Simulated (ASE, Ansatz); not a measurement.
# What went wrong? H6C3NClO (P2_1/c) (192 atoms)

Program: Ansatz 0.2.0. The cell: 96 H, 48 C, 16 N, 16 Cl and 16 O.

input.yaml

```yaml
crystal:
  lattice:
    - [13.76, 0.0, 0.0]
    - [0.0, 16.402, 0.0]
    - [-2.49885, 0.0, 8.95592]
  atoms:
    - { symbol: H, position: [0.29569, 0.13069, 0.33652] }
    - { symbol: H, position: [0.20255, 0.37902, 0.15958] }
    - { symbol: H, position: [0.20319, 0.3718, 0.66577] }
    - { symbol: H, position: [0.29953, 0.11982, 0.83627] }
    - { symbol: H, position: [0.24319, 0.04313, 0.38131] }
    - { symbol: H, position: [0.25861, 0.2942, 0.1205] }
    - { symbol: H, position: [0.2599, 0.45867, 0.61476] }
    - { symbol: H, position: [0.23761, 0.20902, 0.88227] }
    - { symbol: H, position: [0.02471, 0.2389, 0.72029] }
    - { symbol: H, position: [0.47196, 0.4896, 0.77154] }
    - { symbol: H, position: [0.4734, 0.26378, 0.28206] }
    - { symbol: H, position: [0.02321, 0.0112, 0.22238] }
    - { symbol: H, position: [0.48242, 0.14964, 0.79432] }
    - { symbol: H, position: [0.02122, 0.40094, 0.70997] }
    - { symbol: H, position: [0.01843, 0.34963, 0.20898] }
    - { symbol: H, position: [0.48106, 0.0983, 0.28848] }
    - { symbol: H, position: [0.38598, 0.21936, 0.48172] }
    - { symbol: H, position: [0.11562, 0.46782, 0.0229] }
    [... 168 atom lines left out ...]
    - { symbol: Cl, position: [0.93443, 0.8815, 0.38889] }
    - { symbol: Cl, position: [0.56413, 0.6342, 0.11049] }
    - { symbol: O, position: [0.81969, 0.56739, 0.6535] }
    - { symbol: O, position: [0.677, 0.81446, 0.84023] }
    - { symbol: O, position: [0.67728, 0.93362, 0.3364] }
    - { symbol: O, position: [0.82415, 0.68308, 0.15765] }
kpoints:
  mp_grid: { grid: [1, 1, 1] }
hamiltonian:
  xc: pbe
  dispersion: d4
scf:
  occupations: { method: fixed }
  eigensolver: { kind: { support_functions: { accuracy: medium, radius: 1.5 } } }
  max_iter: 60
output:
  forces: true
```

Started as:

```sh
$ ansatz run input.yaml --threads 4 --pin off --max-ram 8192MiB --backend cpu --events-out ev --progress --plain --runs-dir out
```

The log of the run:

```text
Warning: scf.eigensolver.kind.support_functions: disabling space-group detection — the functions' gradient is summed over unrotated k-points, so no spatial operation reduces the k-mesh or symmetrises the density; time reversal is kept, so that k and −k are solved as one point where they differ and the mesh holds both, and exact exchange and, on two spinor components, a DFT+U term hold to it where the run has them: [...]
Warning: basis.ecutwfc = 464 eV, auto-derived: no grid that the accuracy of the support functions lays serves the files at the lower one that their records recommend; a deck with other species or settings can derive another value
settings of this run that can trade accuracy for cost: scf.eigensolver.kind.support_functions [...]
Engine: ansatz 0.2.0, aarch64-unknown-linux-gnu
Pseudopotentials: kind: paw
Pseudopotential: H, paw, valence charge 1, recommended cutoff 420 eV (normal), H.paw.azcp
Pseudopotential: C, paw, valence charge 4, recommended cutoff 420 eV (normal), C.paw.azcp
Pseudopotential: N, paw, valence charge 5, recommended cutoff 420 eV (normal), N.paw.azcp
Pseudopotential: Cl, paw, valence charge 7, recommended cutoff 420 eV (normal), Cl.paw.azcp
Pseudopotential: O, paw, valence charge 6, recommended cutoff 420 eV (normal), O.paw.azcp
[... 5 lines on functional and potentials left out ...]
Error: SCF: the radius of support functions is under 3.27 Å, the least for these sites at the functions' level (scf.eigensolver.kind.support_functions.accuracy). Use scf.eigensolver.kind: auto, or type scf.eigensolver.kind.support_functions.radius at least as long, [...]
```

The job ended after 11 s (4 threads of Arm Neoverse V1, shared host; peak memory 0.46 GiB).

**Question.** What is wrong with this input, and how is it mended?

A radius far too short: support_functions.accuracy = "medium" and support_functions.radius = 1.5.

The fix is to leave the radius at the level's default.

The run ended with an error.

[Logs are printed without paths, hosts, clocks, repeated set-up lines and the standing remarks that a program may print on its own settings, such as how far it seeks lower states.]

[Hosts, paths, dates, database ids (printed as entryN), source tags and the programs' standing remarks are cut or masked in the printed files.]
